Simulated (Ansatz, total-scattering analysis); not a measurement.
**La4Ti9O24: neutron diffraction with isotope substitution**

Two samples of La4Ti9O24 (La 10.8, Ti 24.3, O 64.9 atom %; 2000 K, fixed volume (mean pressure 5.8 GPa); ρ₀ = 0.0748 Å⁻³) differ only in the isotope of Ti: 46Ti (b = 4.72 fm) and 48Ti (b = -5.86 fm). Other lengths: La 8.24, O 5.8037 fm. The data are simulated by ab initio molecular dynamics with Ansatz (PBE, plane waves, PAW set soft_1, Langevin thermostat, no spin, fixed volume). The average runs over 2.81 ps of 111 atoms, so shells between rare elements are rough. Mean temperature 2059 K, largest m.s.d. 5.05 Å², energy drift -31 meV an atom (last third less first, no steady trend), Langevin friction 2 ps⁻¹; the first quarter of the run is discarded. Preparation: a classical melt of Nd4Ti9O24 with the elements renamed and the cell rescaled, then 1.7 ps at 2800 K with a cheaper basis and a friction of 10 ps⁻¹ (mean temperature of the first stage 2854 K), too short to forget the start in full. It is a liquid. The partials come from the cell's reciprocal vectors below 4 Å⁻¹ and from g(r) above; absorption, incoherent and inelastic scattering are left out. F(Q) = Σ ci cj bi bj (Sij − 1), in barn per steradian and atom:

```tsv
Q (Å⁻¹)	46Ti	48Ti	difference
0.6	-0.323	-0.327	0.004
0.9	-0.320	-0.311	-0.009
1.2	-0.297	-0.239	-0.058
1.5	-0.256	-0.277	0.021
1.8	-0.195	-0.278	0.083
2.1	-0.147	-0.159	0.012
2.4	-0.090	0.238	-0.328
2.7	0.086	0.433	-0.347
3.0	0.069	0.177	-0.108
3.3	0.036	-0.017	0.053
3.6	0.023	-0.117	0.140
3.9	0.010	-0.140	0.149
4.2	0.000	-0.123	0.122
4.5	-0.005	-0.071	0.067
4.8	0.009	0.006	0.003
5.1	0.017	0.062	-0.045
5.4	0.004	0.071	-0.067
5.7	-0.017	0.048	-0.065
6.0	-0.028	0.024	-0.052
6.3	-0.025	0.007	-0.032
6.6	-0.013	-0.009	-0.004
6.9	0.003	-0.022	0.025
7.2	0.016	-0.027	0.043
7.5	0.021	-0.024	0.045
7.8	0.019	-0.013	0.032
8.1	0.012	0.000	0.012
8.4	0.000	0.006	-0.006
8.7	-0.010	0.010	-0.020
9.0	-0.014	0.013	-0.027
9.3	-0.012	0.013	-0.025
9.6	-0.009	0.008	-0.016
9.9	-0.004	0.001	-0.005
10.2	0.002	-0.003	0.005
10.5	0.006	-0.006	0.013
10.8	0.008	-0.008	0.016
```

The first difference in real space, ΔG(r), in barn (from the pair functions, so without the broadening of a finite Q range):

```
r (Å)  first difference G(r)
 1.22                 -0.233
 1.30                 -0.233
 1.38                 -0.233
 1.46                 -0.232
 1.54                 -0.221
 1.62                 -0.121
 1.70                  0.259
 1.78                  0.664
 1.86                  0.796
 1.94                  0.624
 2.02                  0.432
 2.10                  0.241
 2.18                  0.077
 2.26                 -0.024
 2.34                 -0.088
 2.42                 -0.123
 2.50                 -0.155
 2.58                 -0.165
 2.66                 -0.179
 2.74                 -0.184
 2.82                 -0.182
 2.90                 -0.178
 2.98                 -0.163
 3.06                 -0.152
 3.14                 -0.113
 3.22                 -0.094
 3.30                 -0.049
 3.38                 -0.018
 3.46                  0.015
 3.54                  0.036
 3.62                  0.050
 3.70                  0.062
 3.78                  0.074
 3.86                  0.079
 3.94                  0.079
 4.02                  0.073
 4.10                  0.090
 4.18                  0.076
 4.26                  0.072
 4.34                  0.070
 4.42                  0.058
```

Q: What does the difference say of the neighbours of Ti?

Pairs without Ti cancel. ΔG(r) = Σ W [g(r) − 1] with W = 2 c(Ti) c(j) b(j) Δb, and c(Ti)² (b₁² − b₂²) for Ti–Ti: Ti–La 0.0459, Ti–Ti -0.0071, Ti–O 0.1938 barn. At small r, ΔG → −ΣW = -0.232; in this finite cell the Ti–Ti term carries (N − 1)/N with N = 27 atoms of Ti, which gives -0.233.

The first feature, at 1.86 Å, is Ti–O. n = 4πρ₀ c(O)/W ∫ r² [ΔG − ΔG(0)] dr up to 2.74 Å gives 5.4 O around each Ti; the coordinates give 5.44 up to 2.74 Å.

Shells of Ti from the coordinates: Ti–O at 1.86 Å, 5.4 neighbours to 2.74 Å; Ti–Ti at 3.35 Å, 5.9 neighbours to 4.44 Å, a soft count; La–Ti at 3.61 Å, 4.5 neighbours to 4.96 Å, a soft count (first peaks with a usable minimum only).

[Logs are printed without paths, hosts, clocks, repeated set-up lines and the standing remarks that a program may print on its own settings, such as how far it seeks lower states.]
